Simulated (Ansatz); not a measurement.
## Se on Zr(0001): change of the work function

How does Se on the fcc site change the work function of Zr(0001) as the layer fills?

Program: Ansatz 0.2.0. Level of theory: plane-wave DFT, PBE, Ansatz PAW. Results are calculated unless marked as measured.

**1. Set-up**

The cell holds 4 atoms: 4 Zr. Cell: a = 3.230 Å, b = 3.230 Å, c = 25.718 Å, α = 90.0°, β = 90.0°, γ = 60.0°. Vacuum lies along c.

**2. The clean slab**

The bare slab comes first, as the zero from which every change is counted. The two lowest layers are held at bulk places and the upper ones relax. The dipole correction removes the false field that a one-sided slab makes across the periodic vacuum, so each face gets a flat vacuum level of its own.

The input, input.yaml:

```yaml
crystal:
  lattice:
    - [3.23, 0.0, 0.0]
    - [1.615, 2.7972620542, 0.0]
    - [0.0, 0.0, 25.718085]
  atoms:
    - { symbol: Zr, position: [0.6666666667, 0.6666666667, 0.3499482951] }
    - { symbol: Zr, position: [0.0, 0.0, 0.449982765] }
    - { symbol: Zr, position: [0.6666666667, 0.6666666667, 0.550017235] }
    - { symbol: Zr, position: [0.0, 0.0, 0.6500517049] }
kpoints:
  mp_grid: { grid: [12, 12, 1] }
hamiltonian:
  xc: pbe
scf:
  occupations: { method: fermi_dirac, width: 0.1 }
  convergence: { dr2_threshold: 1.0e-08 }
efield:
  axis: 3
  dipole_correction: true
  ramp_position: 0.97
  ramp_width: 0.06
relax:
  f_tol: 0.02
  max_steps: 60
  constraints: [{ sites: [0, 1] }]
output:
  write_potential: true
  write_density: true
  volumetric_format: npy
```

Command:

```
$ ansatz run input.yaml --threads 4 --pin off --max-ram 16384MiB --backend cpu --events-out ev --progress --plain --runs-dir out
```

Numbers of over 12 decimals in the logs are rounded to 6 here.

What it wrote:

```text
Engine: ansatz 0.2.0, aarch64-unknown-linux-gnu
Pseudopotentials: kind: paw
Pseudopotential: Zr, paw, valence charge 12, recommended cutoff 420 eV (normal), Zr.paw.azcp
Functional definition: PBE
  parameter kappa = 0.804
  parameter beta = 0.066725
  exchange = pbe_x(kappa = kappa, mu = beta*pi^2/3)
  correlation = pbe_c(beta = beta)
Crystal: 4 atoms, lattice volume = 232.367 Å³
Basis set: ecut = 420 eV, 4609 PW (Γ), exchange–correlation on 48×48×360 points (8 copies of the dense FFT grid, shifted against one another)
Bands: 29, of which v1, the nominal top of the filled ones, is band 24 counted from 1 (23 counted from 0)
Symmetry: 6 space group operations
k-points: 19 of 144 (time reversal used)
Non-local potential: Zr, projectors of the file, l = 0: 3, l = 1: 2, l = 2: 2, l = 3: 2
PAW form: soft (Blöchl's): semilocal exchange-correlation on the pseudo side does not see the compensation charge
PAW one-centre angular grid: Zr, 590 points (default); XC on 64 Gauss nodes
Initial density: superposition of atomic densities (neutral atoms: chi_scale 0, normalization atom), corrected by the library's trained network
Initial wavefunctions: pseudopotential atomic-orbital guess
Functional: x = pbe(κ = 0.804, μ = 0.219515), c = pbe(β = 0.066725)
SCF iter   1: F=—  HF=-16733.557492 eV  |F-HF|=—  |Δ(HF+E_count)|=         —  Δρ=4.44e-3  dr2=5.33e-1  ethr=1.77e-3  p=-0.000 e·Å  D=-3.08e-14 V/Å  ΔV_dip=0.00 eV  dr2_dipole=1.07e-7  V_vac-E_F(+/−)=4.13/4.13 eV  ⟨swp⟩=5.6  Hψ=5350  notcnv=0
efield: sawtooth ramp at fractional position 0.9700 (set: `efield.ramp_position`, or a place that a band, a saddle search or an elastic batch's reference lends), width 0.0600; the density the first Hamiltonian is built on has a dipole p = -0.000 e·Å; the dipole correction subtracts the counter field D = -3.08e-14 V/Å, which shifts the + side's vacuum level by +0.00 eV against the − side's; the planar-averaged density in the ramp window peaks in size at 2.6e-5 e/Å³
automatic band count: the SCF goes on with 34 bands, as 29 were too few: the levels above may hold too much charge
preconditioner: auto → LDOS  [metal: Δε(μ)=0.039 eV  Ē_g=3.166 eV  σ=0.100 eV  W_gap=0.10  n_scr=16 (ndim 8)  ℏωp=9.7 eV  f_vac=0.521  D(μ)=7.16/eV (n_scr^D=48)  β→1.0]
SCF iter   2: F=—  HF=-16733.547518 eV  |F-HF|=—  |Δ(HF+E_count)|=   9.97e-3  Δρ=1.07e-3  dr2=7.25e-3  ethr=1.11e-3  p=0.000 e·Å  D=1.44e-5 V/Å  ΔV_dip=-0.00 eV  dr2_dipole=5.05e-9  V_vac-E_F(+/−)=4.15/4.15 eV  ⟨swp⟩=1.6  Hψ=814  notcnv=0
SCF iter   3: F=—  HF=-16733.548011 eV  |F-HF|=—  |Δ(HF+E_count)|=   4.93e-4  Δρ=4.15e-4  dr2=2.47e-3  ethr=1.51e-5  p=0.000 e·Å  D=3.77e-6 V/Å  ΔV_dip=-0.00 eV  dr2_dipole=2.22e-8  V_vac-E_F(+/−)=4.17/4.17 eV  ⟨swp⟩=2.7  Hψ=1033  notcnv=0
SCF iter   4: F=—  HF=-16733.548012 eV  |F-HF|=—  |Δ(HF+E_count)|=   1.52e-6  Δρ=1.52e-4  dr2=1.70e-4  ethr=5.15e-6  p=0.000 e·Å  D=2.33e-6 V/Å  ΔV_dip=-0.00 eV  dr2_dipole=5.95e-9  V_vac-E_F(+/−)=4.17/4.17 eV  ⟨swp⟩=1.5  Hψ=817  notcnv=0
SCF iter   5: F=—  HF=-16733.548028 eV  |F-HF|=—  |Δ(HF+E_count)|=   1.60e-5  Δρ=4.96e-5  dr2=8.65e-6  ethr=3.55e-7  p=0.000 e·Å  D=5.99e-7 V/Å  ΔV_dip=-0.00 eV  dr2_dipole=1.25e-10  V_vac-E_F(+/−)=4.18/4.18 eV  ⟨swp⟩=2.2  Hψ=881  notcnv=0
SCF iter   6: F=—  HF=-16733.547888 eV  |F-HF|=—  |Δ(HF+E_count)|=   1.41e-4  Δρ=1.68e-5  dr2=1.31e-6  ethr=1.80e-8  p=0.000 e·Å  D=4.17e-7 V/Å  ΔV_dip=-0.00 eV  dr2_dipole=6.41e-11  V_vac-E_F(+/−)=4.18/4.18 eV  ⟨swp⟩=2.1  Hψ=956  notcnv=0
SCF iter   7: F=—  HF=-16733.547888 eV  |F-HF|=—  |Δ(HF+E_count)|=   6.91e-7  Δρ=5.91e-6  dr2=1.27e-7  ethr=2.73e-9  p=0.000 e·Å  D=1.54e-7 V/Å  ΔV_dip=-0.00 eV  dr2_dipole=2.77e-11  V_vac-E_F(+/−)=4.18/4.18 eV  ⟨swp⟩=2.0  Hψ=906  notcnv=0
SCF iter   8: F=-16733.547888 eV  HF=-16733.547888 eV  |F-HF|=4.81e-8  |Δ(HF+E_count)|=   6.78e-8  Δρ=1.61e-6  dr2=6.81e-9  ethr=2.08e-11  p=0.000 e·Å  D=8.39e-8 V/Å  ΔV_dip=-0.00 eV  dr2_dipole=3.85e-12  V_vac-E_F(+/−)=4.18/4.18 eV  ⟨swp⟩=7.9  Hψ=4633  notcnv=0
SCF 1 converged in 8 iterations: F = -16733.547888 eV  dr2 = 6.81e-9
  greatest PAW one-centre occupation: 0.996 electrons in one spin orbital (limit 2), on the Zr atom at site 0 (counted from 0), in its partial waves of l = 0
relax step   1: F+E_penalty+E_count = -16733.54788850 eV  Δ(F+E_penalty+E_count) = +0.000e0 eV  max|allowed force component| = 6.086e-1 eV/Å  Δτ_max = 0.0000 Å  (8 SCF iters, accepted)
Bands: 34, of which v1, the nominal top of the filled ones, is band 24 counted from 1 (23 counted from 0)
Initial density: handed on by an earlier stage of this run
Initial wavefunctions: those handed on with the density
SCF iter   1: F=—  HF=-16733.682250 eV  |F-HF|=—  |Δ(HF+E_count)|=         —  Δρ=8.16e-3  dr2=2.95e0  ethr=3.10e-3  p=0.000 e·Å  D=2.63e-8 V/Å  ΔV_dip=-0.00 eV  dr2_dipole=4.96e-1  V_vac-E_F(+/−)=4.17/4.17 eV  ⟨swp⟩=3.9  Hψ=1617  notcnv=1
efield: sawtooth ramp at fractional position 0.9700 (set: `efield.ramp_position`, or a place that a band, a saddle search or an elastic batch's reference lends), width 0.0600; the density the first Hamiltonian is built on has a dipole p = 0.000 e·Å; the dipole correction subtracts the counter field D = 2.63e-8 V/Å, which shifts the + side's vacuum level by -0.00 eV against the − side's; the planar-averaged density in the ramp window peaks in size at 6.6e-7 e/Å³
preconditioner: auto → LDOS  [metal: Δε(μ)=0.013 eV  Ē_g=3.209 eV  σ=0.100 eV  W_gap=0.03  n_scr=16 (ndim 8)  ℏωp=9.7 eV  f_vac=0.523  D(μ)=6.61/eV (n_scr^D=36)  β→1.0]
SCF iter   2: F=—  HF=-16733.583618 eV  |F-HF|=—  |Δ(HF+E_count)|=   9.86e-2  Δρ=3.85e-3  dr2=1.51e-1  ethr=3.10e-3  p=0.006 e·Å  D=4.52e-3 V/Å  ΔV_dip=-0.12 eV  dr2_dipole=7.53e-3  V_vac-E_F(+/−)=4.08/4.19 eV  ⟨swp⟩=2.1  Hψ=1007  notcnv=0
SCF iter   3: F=—  HF=-16733.575182 eV  |F-HF|=—  |Δ(HF+E_count)|=   8.44e-3  Δρ=1.72e-3  dr2=3.30e-2  ethr=3.14e-4  p=0.002 e·Å  D=1.91e-3 V/Å  ΔV_dip=-0.05 eV  dr2_dipole=1.60e-3  V_vac-E_F(+/−)=4.14/4.19 eV  ⟨swp⟩=2.1  Hψ=1085  notcnv=0
SCF iter   4: F=—  HF=-16733.570450 eV  |F-HF|=—  |Δ(HF+E_count)|=   4.73e-3  Δρ=3.20e-4  dr2=1.62e-3  ethr=6.87e-5  p=0.003 e·Å  D=2.32e-3 V/Å  ΔV_dip=-0.06 eV  dr2_dipole=6.30e-4  V_vac-E_F(+/−)=4.12/4.18 eV  ⟨swp⟩=2.2  Hψ=884  notcnv=0
SCF iter   5: F=—  HF=-16733.570491 eV  |F-HF|=—  |Δ(HF+E_count)|=   4.15e-5  Δρ=8.70e-5  dr2=4.19e-5  ethr=3.38e-6  p=0.003 e·Å  D=2.22e-3 V/Å  ΔV_dip=-0.06 eV  dr2_dipole=8.73e-12  V_vac-E_F(+/−)=4.13/4.18 eV  ⟨swp⟩=1.8  Hψ=842  notcnv=0
[...]
SCF iter   2: F=—  HF=-16733.588226 eV  |F-HF|=—  |Δ(HF+E_count)|=   1.75e-2  Δρ=1.52e-3  dr2=1.85e-2  ethr=1.00e-3  p=0.000 e·Å  D=1.96e-4 V/Å  ΔV_dip=-0.01 eV  dr2_dipole=1.41e-3  V_vac-E_F(+/−)=4.18/4.18 eV  ⟨swp⟩=2.1  Hψ=746  notcnv=0
SCF iter   3: F=—  HF=-16733.587671 eV  |F-HF|=—  |Δ(HF+E_count)|=   5.55e-4  Δρ=9.07e-4  dr2=7.70e-3  ethr=3.86e-5  p=0.002 e·Å  D=1.21e-3 V/Å  ΔV_dip=-0.03 eV  dr2_dipole=1.55e-4  V_vac-E_F(+/−)=4.15/4.18 eV  ⟨swp⟩=2.0  Hψ=1095  notcnv=0
SCF iter   4: F=—  HF=-16733.586446 eV  |F-HF|=—  |Δ(HF+E_count)|=   1.23e-3  Δρ=2.74e-4  dr2=8.39e-4  ethr=1.60e-5  p=0.001 e·Å  D=8.17e-4 V/Å  ΔV_dip=-0.02 eV  dr2_dipole=2.72e-5  V_vac-E_F(+/−)=4.16/4.18 eV  ⟨swp⟩=2.4  Hψ=905  notcnv=0
SCF iter   5: F=—  HF=-16733.586352 eV  |F-HF|=—  |Δ(HF+E_count)|=   9.43e-5  Δρ=8.20e-5  dr2=6.18e-5  ethr=1.75e-6  p=0.001 e·Å  D=5.20e-4 V/Å  ΔV_dip=-0.01 eV  dr2_dipole=1.67e-7  V_vac-E_F(+/−)=4.17/4.18 eV  ⟨swp⟩=2.2  Hψ=858  notcnv=0
SCF iter   6: F=—  HF=-16733.586339 eV  |F-HF|=—  |Δ(HF+E_count)|=   1.30e-5  Δρ=1.74e-5  dr2=2.75e-6  ethr=1.29e-7  p=0.001 e·Å  D=4.48e-4 V/Å  ΔV_dip=-0.01 eV  dr2_dipole=4.52e-8  V_vac-E_F(+/−)=4.17/4.18 eV  ⟨swp⟩=2.4  Hψ=943  notcnv=0
SCF iter   7: F=—  HF=-16733.586204 eV  |F-HF|=—  |Δ(HF+E_count)|=   1.35e-4  Δρ=3.61e-6  dr2=7.09e-8  ethr=5.73e-9  p=0.001 e·Å  D=4.12e-4 V/Å  ΔV_dip=-0.01 eV  dr2_dipole=1.38e-8  V_vac-E_F(+/−)=4.17/4.18 eV  ⟨swp⟩=2.2  Hψ=939  notcnv=0
SCF iter   8: F=-16733.586204 eV  HF=-16733.586204 eV  |F-HF|=4.09e-9  |Δ(HF+E_count)|=   3.16e-8  Δρ=1.22e-6  dr2=9.28e-9  ethr=2.08e-11  p=0.001 e·Å  D=4.07e-4 V/Å  ΔV_dip=-0.01 eV  dr2_dipole=1.17e-9  V_vac-E_F(+/−)=4.17/4.18 eV  ⟨swp⟩=9.7  Hψ=4356  notcnv=0
SCF 3 converged in 8 iterations: F = -16733.586204 eV  dr2 = 9.28e-9
relax step   3: F+E_penalty+E_count = -16733.58620364 eV  Δ(F+E_penalty+E_count) = -1.585e-2 eV  max|allowed force component| = 5.321e-2 eV/Å  Δτ_max = 0.0631 Å  (8 SCF iters, accepted)
SCF iter   1: F=—  HF=-16733.587053 eV  |F-HF|=—  |Δ(HF+E_count)|=         —  Δρ=4.83e-4  dr2=5.16e-3  ethr=3.16e-4  p=0.001 e·Å  D=4.07e-4 V/Å  ΔV_dip=-0.01 eV  dr2_dipole=1.05e-5  V_vac-E_F(+/−)=4.17/4.18 eV  ⟨swp⟩=2.0  Hψ=1029  notcnv=0
efield: sawtooth ramp at fractional position 0.9700 (set: `efield.ramp_position`, or a place that a band, a saddle search or an elastic batch's reference lends), width 0.0600; the density the first Hamiltonian is built on has a dipole p = 0.001 e·Å; the dipole correction subtracts the counter field D = 4.07e-4 V/Å, which shifts the + side's vacuum level by -0.01 eV against the − side's; the planar-averaged density in the ramp window peaks in size at 5.7e-7 e/Å³
preconditioner: auto → LDOS  [metal: Δε(μ)=0.004 eV  Ē_g=3.183 eV  σ=0.100 eV  W_gap=0.01  n_scr=16 (ndim 8)  ℏωp=9.7 eV  f_vac=0.522  D(μ)=6.82/eV (n_scr^D=48)  β→1.0]
SCF iter   2: F=—  HF=-16733.586760 eV  |F-HF|=—  |Δ(HF+E_count)|=   2.92e-4  Δρ=2.72e-4  dr2=1.00e-3  ethr=1.08e-5  p=0.001 e·Å  D=9.51e-4 V/Å  ΔV_dip=-0.02 eV  dr2_dipole=2.26e-5  V_vac-E_F(+/−)=4.15/4.18 eV  ⟨swp⟩=2.1  Hψ=911  notcnv=0
SCF iter   3: F=—  HF=-16733.586702 eV  |F-HF|=—  |Δ(HF+E_count)|=   5.86e-5  Δρ=8.73e-5  dr2=6.36e-5  ethr=2.09e-6  p=0.001 e·Å  D=6.71e-4 V/Å  ΔV_dip=-0.02 eV  dr2_dipole=7.28e-7  V_vac-E_F(+/−)=4.16/4.18 eV  ⟨swp⟩=2.1  Hψ=839  notcnv=0
SCF iter   4: F=—  HF=-16733.586682 eV  |F-HF|=—  |Δ(HF+E_count)|=   1.96e-5  Δρ=2.43e-5  dr2=2.38e-6  ethr=1.32e-7  p=0.001 e·Å  D=6.62e-4 V/Å  ΔV_dip=-0.02 eV  dr2_dipole=5.94e-9  V_vac-E_F(+/−)=4.16/4.18 eV  ⟨swp⟩=2.1  Hψ=1056  notcnv=0
SCF iter   5: F=—  HF=-16733.586552 eV  |F-HF|=—  |Δ(HF+E_count)|=   1.30e-4  Δρ=6.36e-6  dr2=2.66e-7  ethr=4.97e-9  p=0.001 e·Å  D=6.28e-4 V/Å  ΔV_dip=-0.02 eV  dr2_dipole=1.02e-11  V_vac-E_F(+/−)=4.16/4.18 eV  ⟨swp⟩=2.1  Hψ=870  notcnv=0
SCF iter   6: F=—  HF=-16733.586552 eV  |F-HF|=—  |Δ(HF+E_count)|=   9.85e-8  Δρ=2.51e-6  dr2=6.71e-8  ethr=5.53e-10  p=0.001 e·Å  D=6.03e-4 V/Å  ΔV_dip=-0.02 eV  dr2_dipole=4.48e-9  V_vac-E_F(+/−)=4.16/4.18 eV  ⟨swp⟩=2.4  Hψ=942  notcnv=0
SCF iter   7: F=-16733.586552 eV  HF=-16733.586552 eV  |F-HF|=1.46e-9  |Δ(HF+E_count)|=   6.63e-9  Δρ=9.70e-7  dr2=6.97e-9  ethr=2.08e-11  p=0.001 e·Å  D=5.86e-4 V/Å  ΔV_dip=-0.02 eV  dr2_dipole=4.64e-10  V_vac-E_F(+/−)=4.16/4.18 eV  ⟨swp⟩=6.9  Hψ=4304  notcnv=0
SCF 4 converged in 7 iterations: F = -16733.586552 eV  dr2 = 6.97e-9
relax step   4: F+E_penalty+E_count = -16733.58655243 eV  Δ(F+E_penalty+E_count) = -3.488e-4 eV  max|allowed force component| = 8.148e-3 eV/Å  Δτ_max = 0.0117 Å  (7 SCF iters, accepted)
NSCF: frozen V_eff on 19 k-points
the band table was solved once a step of the walk had ended and its energy, with any forces and stress, was formed, with the checks that follow a solve (2926 applications of the Hamiltonian). They found nothing against the state; the energy, forces and stress were not computed again (output.eigenvalues in the input reference)
WARN: The input density's exchange-correlation potential varies sharply where the density is thin. Do not read a vacuum level from v_tot or v_xc, or from such a field of the output density. On a cell that repeats whose density bears no net charge and no dipole along the vacuum's axis use v_es (v_loc + v_h of the components); under efield.dipole_correction with no amplitude use v_es + v_field, which holds any external [...]
SCF converged after 7 iterations
Free energy (F): -16733.586552 eV
Harris-Foulkes:  -16733.586552 eV  (|F-HF|=1.46e-9)
Internal energy: -16733.365929 eV  (E = F + TS)
E sigma→0 (E₀):  -16733.476241 eV
Entropy (-TS):   -0.220623 eV (-55.156 meV/atom)
Fermi energy:    3.221640 eV
Dipole field:    D = 0.000559 V/Å  (p = 0.000718 e·Å, saw-weighted, corrected)
Work function:   Φ+ = 4.1653 eV   Φ− = 4.1797 eV
Levels:          The Fermi level and band energies are counted from a zero that moves with the ramp; work functions are not
--- Per-component energies (eV) ---
  E_band       = -903.791514
  E_kinetic    = 1326.002279
  E_local      = -39066.160198  (includes V_loc(G=0)·N_el)
  E_nonlocal   = 323.579393
  E_hartree    = 18796.930185
  E_xc         = -642.831300
  E_vxc        = -758.598660  (∫ρ·V_xc dr)
  E_paw        = -11816.668412  (= ΣΔE_a)
  E_vpaw       = -322.475559  (= ΣTr[D̂ρ^β])
  E_aug_tail   = 0.000098  (compensation charges beyond the density's cutoff)
  E_efield     = 0.000000  (sawtooth field / dipole correction)
  E_vefield    = -0.000443  (∫n·V_field dr)
  E_ewald      = 14345.782025
  E_smearing   = -0.220623  (= −TS)
  E_closure    = 0.000000  (closes the sum)
  Σ components = -16733.586552   (vs F -16733.586552, Δ=0.00e0)
--- Forces (eV/Å), atoms counted from 1 ---
  atom   1  Zr     0.00000000    -0.00000000     0.45026778
  atom   2  Zr    -0.00000000     0.00000000    -0.44766616
  atom   3  Zr     0.00000000    -0.00000000    -0.00814794
  atom   4  Zr     0.00000000     0.00000000     0.00554617
  max |Σ_I F_I| component: 1.43e-7 eV/Å
--- Band table (eV; the first three rows and the last of 19) ---
  k-point 0: bands = [... 20 lower, 2.9732, 3.2750, 3.7893, 3.8564, 3.9939, 3.9939, 4.0865, 4.0865, ... 6 higher]
  k-point 1: bands = [... 20 lower, 2.8778, 3.2564, 3.5627, 3.6203, 3.8534, 3.9788, 4.1411, 4.2093, ... 6 higher]
  k-point 2: bands = [... 20 lower, 2.5727, 2.9194, 3.0801, 3.3553, 3.5026, 3.6525, 4.0458, 4.2786, ... 6 higher]
  k-point 18: bands = [... 20 lower, 2.1808, 2.4031, 2.4729, 3.2680, 3.2803, 3.3333, 3.3858, 3.4952, ... 6 higher]
--- Relaxed structure (4 steps of the walk, 4 accepted, 0 SCFs on fresh bases) ---
  F+E_penalty+E_count = -16733.58655243 eV   max|allowed force component| = 8.148e-3 eV/Å
  atoms:
    - { symbol: Zr, position: [0.666667, 0.666667, 0.3499482951] }
    - { symbol: Zr, position: [0.0, 0.0, 0.449982765] }
    - { symbol: Zr, position: [0.666667, 0.666667, 0.553889] }
    - { symbol: Zr, position: [-1.312544850788687e-18, -4.428137159959304e-19, 0.648750] }
```

It took 13 s on 4 threads of Arm Neoverse V1, shared host; peak memory 0.57 GiB.

Step by step:

| step | energy less that of the first step (eV) | largest force component (eV/Å) |
| --- | --- | --- |
| 1 | 0.0000 | 0.6086 |
| 2 | -0.0225 | 0.4689 |
| 3 | -0.0383 | 0.0532 |
| 4 | -0.0387 | 0.0081 |

The run keeps the 6 symmetry operations that it works with, so distortions that break them were not tested.

The atoms that moved most (Å):

| atom | dx | dy | dz | length |
| --- | --- | --- | --- | --- |
| Zr3 | 0.000 | 0.000 | 0.100 | 0.100 |
| Zr4 | 0.000 | 0.000 | -0.033 | 0.033 |

The relaxed structure:

```xyz
4
Lattice="3.2300 0.0000 0.0000 1.6150 2.7973 0.0000 0.0000 0.0000 25.7181" Properties=species:S:1:pos:R:3
Zr    3.2300    1.8648    9.0000
Zr    0.0000    0.0000   11.5727
Zr    3.2300    1.8648   14.2450
Zr    0.0000    0.0000   16.6846
```

This step gave:

```yaml
energy_at_zero_smearing: -16733.4762 eV
work_function_upper_face: 4.165 eV
dipole_along_the_normal: 7.18e-4 e·Å
```

Running mean over 2.573 Å of the planar mean; the ramp of the sawtooth is left out. Table of electron's electrostatic potential energy less the Fermi level by z:

z (Å), electron's electrostatic potential energy less the Fermi level (eV) and a bar from the least value:
```
      3.5       4.18 ##############################
      4.0       4.18 ##############################
      4.5       4.17 ##############################
      5.0       4.15 ##############################
      5.5       4.09 ##############################
      6.0       3.92 #############################
      6.5       3.43 ############################
      7.0       2.15 #########################
      7.5      -1.01 ##################
      8.0      -5.14 #########
      8.5      -7.74 ####
      9.0      -8.45 ##
      9.5      -8.43 ##
     10.0      -8.32 ##
     10.5      -8.28 ##
     11.0      -8.29 ##
     11.5      -8.29 ##
     12.0      -8.16 ###
     12.5      -7.78 ###
     13.0      -7.60 ####
     13.5      -7.92 ###
     14.0      -8.25 ##
     14.5      -8.50 ##
     15.0      -9.02 #
     15.5      -9.34 
     16.0      -9.04 #
     16.5      -8.65 ##
     17.0      -8.19 ###
     17.5      -6.36 #######
     18.0      -2.56 ###############
     18.5       1.19 #######################
     19.0       3.09 ############################
     19.5       3.78 #############################
     20.0       4.03 ##############################
     20.5       4.12 ##############################
     21.0       4.15 ##############################
     21.5       4.16 ##############################
     22.0       4.16 ##############################
     22.5       4.16 ##############################
```

The relaxation took 4 steps and lowered the energy by 0.039 eV; the largest force on the free atoms ends at 0.0081 eV/Å.

The work function of the upper face is 4.17 eV.

[end of part 1 of 4]

[Logs are printed without paths, hosts, clocks, repeated set-up lines and the standing remarks that a program may print on its own settings, such as how far it seeks lower states.]

[Hosts, paths, dates, database ids (printed as entryN), source tags and the programs' standing remarks are cut or masked in the printed files.]

[Maps of the electrostatic potential energy from Ansatz leave out the sawtooth potential of an applied field or a dipole correction, so their vacuum need not be flat; planar profiles and work functions include it.]
